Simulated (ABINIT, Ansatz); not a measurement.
# CsH3Pb (Pm-3m): zone-centre phonons, part 3 of 4

Which modes does CsH3Pb (Pm-3m) have at the zone centre?

ABINIT 10.8.3; DFT LDA, scalar-relativistic, plane waves, PseudoDojo norm-conserving pseudopotentials.

So far. Step 2 (Relaxing the cell and atoms): The volume changes by -1.1 % from the cell with which this run began. Step 4 (Linear response at Γ): The acoustic modes at Γ come out as far as 0.4 cm⁻¹ from zero, where they should vanish, a small numerical error. The lowest optical mode is imaginary, 836i cm⁻¹, an instability at this level and on this k mesh. The relaxed cell has a = 4.481 Å (conventional setting).

The structure was built from a prototype and need not be the compound's stable phase.

### 5. Modes with the sum rule

anaddb reads the merged derivatives and imposes the acoustic sum rule.

anaddb.abi reads:

```
ddb_filepath "gamma_DDB"
output_file "anaddb.abo"
outdata_prefix "anaddb"
asr 1
chneut 1
enunit 2
eivec 1
nph1l 1
qph1l 0.0 0.0 0.0 1.0
```

mrgddb.in reads:

```
gamma_DDB
merged
2
dfpt_gammao_DDB
gso_DDB
```

Launch:

```
$ mrgddb < mrgddb.in > mrgddb.log
$ OMP_NUM_THREADS=1 anaddb anaddb.abi > anaddb.log
```

anaddb.abo, the main output file:

```text
-outvars_anaddb: echo values of input variables ----------------------

 Miscellaneous information :
      enunit         2
       eivec         1
         asr         1
 First list of wavevector (reduced coord.) :
       nph1l         1
       qph1l
                     0.00000000E+00  0.00000000E+00  0.00000000E+00    1.000E+00

================================================================================

 read the DDB information and perform some checks

  ==== Info on the Cryst% object ====
 Real(R)+Recip(G) space primitive vectors, cartesian coordinates (Bohr,Bohr^-1):
 R(1)=  8.4687617  0.0000000  0.0000000  G(1)=  0.1180810  0.0000000  0.0000000
 R(2)=  0.0000000  8.4687617  0.0000000  G(2)=  0.0000000  0.1180810  0.0000000
 R(3)=  0.0000000  0.0000000  8.4687617  G(3)=  0.0000000  0.0000000  0.1180810
 Unit cell volume ucvol=  6.0737896E+02 bohr^3
 Angles (23,13,12)=  9.00000000E+01  9.00000000E+01  9.00000000E+01 degrees
 Time-reversal symmetry is present
 Reduced atomic positions [iatom, xred, symbol]:
    1)    0.0000000  0.0000000  0.0000000  Cs
    2)    0.5000000  0.5000000  0.5000000  Pb
    3)    0.5000000  0.5000000  0.0000000   H
    4)    0.5000000  0.0000000  0.5000000   H
    5)    0.0000000  0.5000000  0.5000000   H

 DDB file with 3 blocks has been read.

================================================================================

 Treat the first list of vectors

  Phonon wavevector (reduced coordinates) :  0.00000  0.00000  0.00000
 Phonon energies in Hartree :
  -3.809060E-03 -3.809060E-03 -3.809060E-03  0.000000E+00  0.000000E+00
   0.000000E+00  3.199446E-04  3.199446E-04  3.199446E-04  2.166733E-03
   2.166733E-03  2.166733E-03  2.268902E-03  2.268902E-03  2.268902E-03
 Phonon energies in meV     :
- -1.036498E+02 -1.036498E+02 -1.036498E+02  0.000000E+00  0.000000E+00
-  0.000000E+00  8.706137E+00  8.706137E+00  8.706137E+00  5.895982E+01
-  5.895982E+01  5.895982E+01  6.173997E+01  6.173997E+01  6.173997E+01
 Phonon frequencies in cm-1    :
- -8.359920E+02 -8.359920E+02 -8.359920E+02  0.000000E+00  0.000000E+00
-  0.000000E+00  7.021973E+01  7.021973E+01  7.021973E+01  4.755430E+02
-  4.755430E+02  4.755430E+02  4.979664E+02  4.979664E+02  4.979664E+02
 Phonon frequencies in Thz     :
- -2.506241E+01 -2.506241E+01 -2.506241E+01  0.000000E+00  0.000000E+00
-  0.000000E+00  2.105135E+00  2.105135E+00  2.105135E+00  1.425642E+01
-  1.425642E+01  1.425642E+01  1.492866E+01  1.492866E+01  1.492866E+01
 Phonon energies in Kelvin  :
- -1.202806E+03 -1.202806E+03 -1.202806E+03  0.000000E+00  0.000000E+00
-  0.000000E+00  1.010305E+02  1.010305E+02  1.010305E+02  6.842002E+02
-  6.842002E+02  6.842002E+02  7.164626E+02  7.164626E+02  7.164626E+02

 Eigendisplacements
 (will be given, for each mode : in cartesian coordinates
   for each atom the real part of the displacement vector,
   then the imaginary part of the displacement vector - absolute values smaller than 1.0d-7 are set to zero)
  Mode number    1   Energy   -3.809060E-03
 Attention : low frequency mode.
   (Could be unstable or acoustic mode)
-  1  4.43521706E-05  0.00000000E+00  0.00000000E+00
-     0.00000000E+00  0.00000000E+00  0.00000000E+00
-  2  6.38236700E-05  0.00000000E+00  0.00000000E+00
-     0.00000000E+00  0.00000000E+00  0.00000000E+00
-  3  2.07593671E-03  1.84887913E-06  0.00000000E+00
-     0.00000000E+00  0.00000000E+00  0.00000000E+00
-  4  2.07593671E-03 -2.05913795E-05  0.00000000E+00
-     0.00000000E+00  0.00000000E+00  0.00000000E+00
-  5 -2.31201705E-02  1.84887913E-06  0.00000000E+00
-     0.00000000E+00  0.00000000E+00  0.00000000E+00
  Mode number    2   Energy   -3.809060E-03
 Attention : low frequency mode.
   (Could be unstable or acoustic mode)
-  1  0.00000000E+00 -4.43521706E-05  0.00000000E+00
-     0.00000000E+00  0.00000000E+00  0.00000000E+00
-  2  0.00000000E+00 -6.38236700E-05  0.00000000E+00
-     0.00000000E+00  0.00000000E+00  0.00000000E+00
-  3  1.84887913E-06 -2.07593671E-03  0.00000000E+00
-     0.00000000E+00  0.00000000E+00  0.00000000E+00
-  4  1.84887913E-06  2.31201705E-02  0.00000000E+00
-     0.00000000E+00  0.00000000E+00  0.00000000E+00
-  5 -2.05913795E-05 -2.07593671E-03  0.00000000E+00
-     0.00000000E+00  0.00000000E+00  0.00000000E+00
  Mode number    3   Energy   -3.809060E-03
 Attention : low frequency mode.
   (Could be unstable or acoustic mode)
-  1  0.00000000E+00  0.00000000E+00  4.43521882E-05
-     0.00000000E+00  0.00000000E+00  0.00000000E+00
-  2  0.00000000E+00  0.00000000E+00  6.38236953E-05
-     0.00000000E+00  0.00000000E+00  0.00000000E+00
-  3  0.00000000E+00  0.00000000E+00 -2.31201797E-02
-     0.00000000E+00  0.00000000E+00  0.00000000E+00
-  4  0.00000000E+00  0.00000000E+00  2.07593754E-03
-     0.00000000E+00  0.00000000E+00  0.00000000E+00
-  5  0.00000000E+00  0.00000000E+00  2.07593754E-03
-     0.00000000E+00  0.00000000E+00  0.00000000E+00
  Mode number    4   Energy    0.000000E+00
 Attention : low frequency mode.
   (Could be unstable or acoustic mode)
-  1  0.00000000E+00  0.00000000E+00  1.26442059E-03
-     0.00000000E+00  0.00000000E+00  0.00000000E+00
-  2  0.00000000E+00  0.00000000E+00  1.26441833E-03
-     0.00000000E+00  0.00000000E+00  0.00000000E+00
-  3  0.00000000E+00  0.00000000E+00  1.26441856E-03
-     0.00000000E+00  0.00000000E+00  0.00000000E+00
-  4  0.00000000E+00  0.00000000E+00  1.26441542E-03
-     0.00000000E+00  0.00000000E+00  0.00000000E+00
-  5  0.00000000E+00  0.00000000E+00  1.26441542E-03
-     0.00000000E+00  0.00000000E+00  0.00000000E+00
  Mode number    5   Energy    0.000000E+00
 Attention : low frequency mode.
   (Could be unstable or acoustic mode)
-  1  0.00000000E+00 -1.26442059E-03  0.00000000E+00
-     0.00000000E+00  0.00000000E+00  0.00000000E+00
-  2  0.00000000E+00 -1.26441833E-03  0.00000000E+00
-     0.00000000E+00  0.00000000E+00  0.00000000E+00
-  3  0.00000000E+00 -1.26441542E-03  0.00000000E+00
-     0.00000000E+00  0.00000000E+00  0.00000000E+00
-  4  0.00000000E+00 -1.26441856E-03  0.00000000E+00
-     0.00000000E+00  0.00000000E+00  0.00000000E+00
-  5  0.00000000E+00 -1.26441542E-03  0.00000000E+00
-     0.00000000E+00  0.00000000E+00  0.00000000E+00
  Mode number    6   Energy    0.000000E+00
 Attention : low frequency mode.
   (Could be unstable or acoustic mode)
-  1  1.26442059E-03  0.00000000E+00  0.00000000E+00
-     0.00000000E+00  0.00000000E+00  0.00000000E+00
-  2  1.26441833E-03  0.00000000E+00  0.00000000E+00
-     0.00000000E+00  0.00000000E+00  0.00000000E+00
-  3  1.26441542E-03  0.00000000E+00  0.00000000E+00
-     0.00000000E+00  0.00000000E+00  0.00000000E+00
-  4  1.26441542E-03  0.00000000E+00  0.00000000E+00
-     0.00000000E+00  0.00000000E+00  0.00000000E+00
-  5  1.26441856E-03  0.00000000E+00  0.00000000E+00
-     0.00000000E+00  0.00000000E+00  0.00000000E+00
  Mode number    7   Energy    3.199446E-04
-  1  0.00000000E+00  0.00000000E+00 -1.58824092E-03
-     0.00000000E+00  0.00000000E+00  0.00000000E+00
-  2  0.00000000E+00  0.00000000E+00  1.01381435E-03
-     0.00000000E+00  0.00000000E+00  0.00000000E+00
-  3  0.00000000E+00  0.00000000E+00  2.42964411E-04
-     0.00000000E+00  0.00000000E+00  0.00000000E+00
-  4  0.00000000E+00  0.00000000E+00  3.86429870E-04
-     0.00000000E+00  0.00000000E+00  0.00000000E+00
-  5  0.00000000E+00  0.00000000E+00  3.86429870E-04
-     0.00000000E+00  0.00000000E+00  0.00000000E+00
  Mode number    8   Energy    3.199446E-04
-  1  0.00000000E+00 -1.58824092E-03  0.00000000E+00
-     0.00000000E+00  0.00000000E+00  0.00000000E+00
-  2  0.00000000E+00  1.01381435E-03  0.00000000E+00
-     0.00000000E+00  0.00000000E+00  0.00000000E+00
-  3  0.00000000E+00  3.86429870E-04  0.00000000E+00
-     0.00000000E+00  0.00000000E+00  0.00000000E+00
-  4  0.00000000E+00  2.42964411E-04  0.00000000E+00
-     0.00000000E+00  0.00000000E+00  0.00000000E+00
-  5  0.00000000E+00  3.86429870E-04  0.00000000E+00
-     0.00000000E+00  0.00000000E+00  0.00000000E+00
  Mode number    9   Energy    3.199446E-04
-  1  1.58824093E-03  0.00000000E+00  0.00000000E+00
-     0.00000000E+00  0.00000000E+00  0.00000000E+00
-  2 -1.01381435E-03  0.00000000E+00  0.00000000E+00
-     0.00000000E+00  0.00000000E+00  0.00000000E+00
-  3 -3.86429871E-04  0.00000000E+00  0.00000000E+00
-     0.00000000E+00  0.00000000E+00  0.00000000E+00
-  4 -3.86429871E-04  0.00000000E+00  0.00000000E+00
-     0.00000000E+00  0.00000000E+00  0.00000000E+00
-  5 -2.42964411E-04  0.00000000E+00  0.00000000E+00
-     0.00000000E+00  0.00000000E+00  0.00000000E+00
  Mode number   10   Energy    2.166733E-03
-  1  0.00000000E+00  0.00000000E+00  0.00000000E+00
-     0.00000000E+00  0.00000000E+00  0.00000000E+00
-  2  0.00000000E+00  0.00000000E+00  0.00000000E+00
-     0.00000000E+00  0.00000000E+00  0.00000000E+00
-  3  0.00000000E+00  0.00000000E+00  0.00000000E+00
-     0.00000000E+00  0.00000000E+00  0.00000000E+00
-  4  0.00000000E+00  0.00000000E+00  1.64963405E-02
-     0.00000000E+00  0.00000000E+00  0.00000000E+00
-  5  0.00000000E+00  0.00000000E+00 -1.64963405E-02
-     0.00000000E+00  0.00000000E+00  0.00000000E+00
  Mode number   11   Energy    2.166733E-03
-  1  0.00000000E+00  0.00000000E+00  0.00000000E+00
-     0.00000000E+00  0.00000000E+00  0.00000000E+00
-  2  0.00000000E+00  0.00000000E+00  0.00000000E+00
-     0.00000000E+00  0.00000000E+00  0.00000000E+00
-  3  1.65756136E-07  1.64963405E-02  0.00000000E+00
-     0.00000000E+00  0.00000000E+00  0.00000000E+00
-  4 -1.65756136E-07  0.00000000E+00  0.00000000E+00
-     0.00000000E+00  0.00000000E+00  0.00000000E+00
-  5  0.00000000E+00 -1.64963405E-02  0.00000000E+00
-     0.00000000E+00  0.00000000E+00  0.00000000E+00
  Mode number   12   Energy    2.166733E-03
-  1  0.00000000E+00  0.00000000E+00  0.00000000E+00
-     0.00000000E+00  0.00000000E+00  0.00000000E+00
-  2  0.00000000E+00  0.00000000E+00  0.00000000E+00
-     0.00000000E+00  0.00000000E+00  0.00000000E+00
-  3  1.64963405E-02 -1.65756136E-07  0.00000000E+00
-     0.00000000E+00  0.00000000E+00  0.00000000E+00
-  4 -1.64963405E-02  0.00000000E+00  0.00000000E+00
-     0.00000000E+00  0.00000000E+00  0.00000000E+00
-  5  0.00000000E+00  1.65756136E-07  0.00000000E+00
-     0.00000000E+00  0.00000000E+00  0.00000000E+00
  Mode number   13   Energy    2.268902E-03
-  1  0.00000000E+00  0.00000000E+00  6.60312124E-05
-     0.00000000E+00  0.00000000E+00  0.00000000E+00
-  2  0.00000000E+00  0.00000000E+00  1.30152699E-04
-     0.00000000E+00  0.00000000E+00  0.00000000E+00
-  3 -1.09145632E-07 -2.62507301E-07 -2.83866189E-03
-     0.00000000E+00  0.00000000E+00  0.00000000E+00
-  4 -1.09145632E-07  0.00000000E+00 -1.63117031E-02
-     0.00000000E+00  0.00000000E+00  0.00000000E+00
-  5  0.00000000E+00 -2.62507301E-07 -1.63117031E-02
-     0.00000000E+00  0.00000000E+00  0.00000000E+00
  Mode number   14   Energy    2.268902E-03
-  1  0.00000000E+00  6.60312118E-05  0.00000000E+00
-     0.00000000E+00  0.00000000E+00  0.00000000E+00
-  2  0.00000000E+00  1.30152698E-04  0.00000000E+00
-     0.00000000E+00  0.00000000E+00  0.00000000E+00
-  3 -2.10093005E-06 -1.63117029E-02  0.00000000E+00
-     0.00000000E+00  0.00000000E+00  0.00000000E+00
-  4 -2.10093005E-06 -2.83866187E-03  2.62521357E-07
-     0.00000000E+00  0.00000000E+00  0.00000000E+00
-  5 -3.65616641E-07 -1.63117029E-02  2.62521357E-07
-     0.00000000E+00  0.00000000E+00  0.00000000E+00
  Mode number   15   Energy    2.268902E-03
-  1  6.60312118E-05  0.00000000E+00  0.00000000E+00
-     0.00000000E+00  0.00000000E+00  0.00000000E+00
-  2  1.30152698E-04  0.00000000E+00  0.00000000E+00
-     0.00000000E+00  0.00000000E+00  0.00000000E+00
-  3 -1.63117029E-02  2.10093181E-06  0.00000000E+00
-     0.00000000E+00  0.00000000E+00  0.00000000E+00
-  4 -1.63117029E-02  3.65616946E-07  1.09111820E-07
-     0.00000000E+00  0.00000000E+00  0.00000000E+00
-  5 -2.83866187E-03  2.10093181E-06  1.09111820E-07
-     0.00000000E+00  0.00000000E+00  0.00000000E+00

 Analysis of degeneracies and characters (maximum tolerance=1.00E-06 a.u.)
 For each vibration mode, or group of modes if degenerate,
 the characters are given for each symmetry operation (see the list in the log file).
 Symmetry characters of vibration mode #   1
       degenerate with vibration modes #   2 to    3
  3.0 -3.0 -1.0  1.0 -1.0  1.0 -1.0  1.0  1.0 -1.0 -1.0  1.0  1.0 -1.0 -1.0  1.0
  0.0 -0.0  0.0 -0.0 -0.0  0.0 -0.0  0.0  1.0 -1.0 -1.0  1.0 -1.0  1.0  1.0 -1.0
  0.0 -0.0 -0.0  0.0 -0.0  0.0  0.0 -0.0  1.0 -1.0  1.0 -1.0 -1.0  1.0 -1.0  1.0
 Symmetry characters of vibration mode #   4
       degenerate with vibration modes #   5 to    6
  3.0 -3.0 -1.0  1.0 -1.0  1.0 -1.0  1.0  1.0 -1.0 -1.0  1.0  1.0 -1.0 -1.0  1.0
 -0.0  0.0 -0.0  0.0  0.0 -0.0  0.0 -0.0  1.0 -1.0 -1.0  1.0 -1.0  1.0  1.0 -1.0
 -0.0  0.0  0.0 -0.0  0.0 -0.0 -0.0  0.0  1.0 -1.0  1.0 -1.0 -1.0  1.0 -1.0  1.0
 Symmetry characters of vibration mode #   7
       degenerate with vibration modes #   8 to    9
  3.0 -3.0 -1.0  1.0 -1.0  1.0 -1.0  1.0  1.0 -1.0 -1.0  1.0  1.0 -1.0 -1.0  1.0
  0.0 -0.0  0.0 -0.0 -0.0  0.0 -0.0  0.0  1.0 -1.0 -1.0  1.0 -1.0  1.0  1.0 -1.0
  0.0 -0.0 -0.0  0.0 -0.0  0.0  0.0 -0.0  1.0 -1.0  1.0 -1.0 -1.0  1.0 -1.0  1.0
 Symmetry characters of vibration mode #  10
       degenerate with vibration modes #  11 to   12
  3.0 -3.0 -1.0  1.0 -1.0  1.0 -1.0  1.0 -1.0  1.0  1.0 -1.0 -1.0  1.0  1.0 -1.0
 -0.0  0.0 -0.0  0.0  0.0 -0.0  0.0 -0.0 -1.0  1.0  1.0 -1.0  1.0 -1.0 -1.0  1.0
 -0.0  0.0  0.0 -0.0  0.0 -0.0 -0.0  0.0 -1.0  1.0 -1.0  1.0  1.0 -1.0  1.0 -1.0
 Symmetry characters of vibration mode #  13
       degenerate with vibration modes #  14 to   15
  3.0 -3.0 -1.0  1.0 -1.0  1.0 -1.0  1.0  1.0 -1.0 -1.0  1.0  1.0 -1.0 -1.0  1.0
  0.0 -0.0  0.0 -0.0 -0.0  0.0 -0.0  0.0  1.0 -1.0 -1.0  1.0 -1.0  1.0  1.0 -1.0
  0.0 -0.0 -0.0  0.0 -0.0  0.0  0.0 -0.0  1.0 -1.0  1.0 -1.0 -1.0  1.0 -1.0  1.0
-
```

The job ended after 0.82 s (1 thread of Intel Xeon Platinum 8259CL at 2.50GHz (Skylake/Cascade Lake), shared host).

Numbers from this step:

```
lowest optical zone-centre mode : -836.0 cm⁻¹
```

No LO-TO term; unit eigenvectors of the mass-weighted matrix, from anaddb's displacements. The modes at Γ (shares of kinetic energy by element, %) (negative means imaginary):

```
mode  frequency (cm⁻¹)  symmetry  Cs %  Pb %  H %
   1            -836.0       T1u     0     0  100
   2            -836.0       T1u     0     0  100
   3            -836.0       T1u     0     0  100
   4               0.0  acoustic    39    60    1
   5               0.0  acoustic    39    60    1
   6               0.0  acoustic    39    60    1
   7              70.2       T1u    61    39    0
   8              70.2       T1u    61    39    0
   9              70.2       T1u    61    39    0
  10             475.5       T2u     0     0  100
  11             475.5       T2u     0     0  100
  12             475.5       T2u     0     0  100
  13             498.0       T1u     0     1   99
  14             498.0       T1u     0     1   99
  15             498.0       T1u     0     1   99
```

Displacements in mode 3 (-836.0 cm⁻¹), the largest set to 1:
```
Cs1  0.00  0.00  0.00
Pb2  0.00  0.00  0.00
H3   0.00  0.00 -1.00
H4   0.00  0.00  0.09
H5   0.00  0.00  0.09
```

Displacements in mode 13 (498.0 cm⁻¹), the largest set to 1:
```
Cs1  0.00  0.00  0.00
Pb2  0.00  0.00  0.01
H3   0.00  0.00 -0.17
H4   0.00  0.00 -1.00
H5   0.00  0.00 -1.00
```

The rule moves no optical mode by more than 0.1 cm⁻¹.

(Part 3 of 4 ends here.)

[Host names and launcher messages were left out of these logs when they were recorded.]

[Logs are printed without paths, hosts, clocks, repeated set-up lines and the standing remarks that a program may print on its own settings, such as how far it seeks lower states.]

[Hosts, paths, dates, database ids (printed as entryN), source tags and the programs' standing remarks are cut or masked in the printed files.]
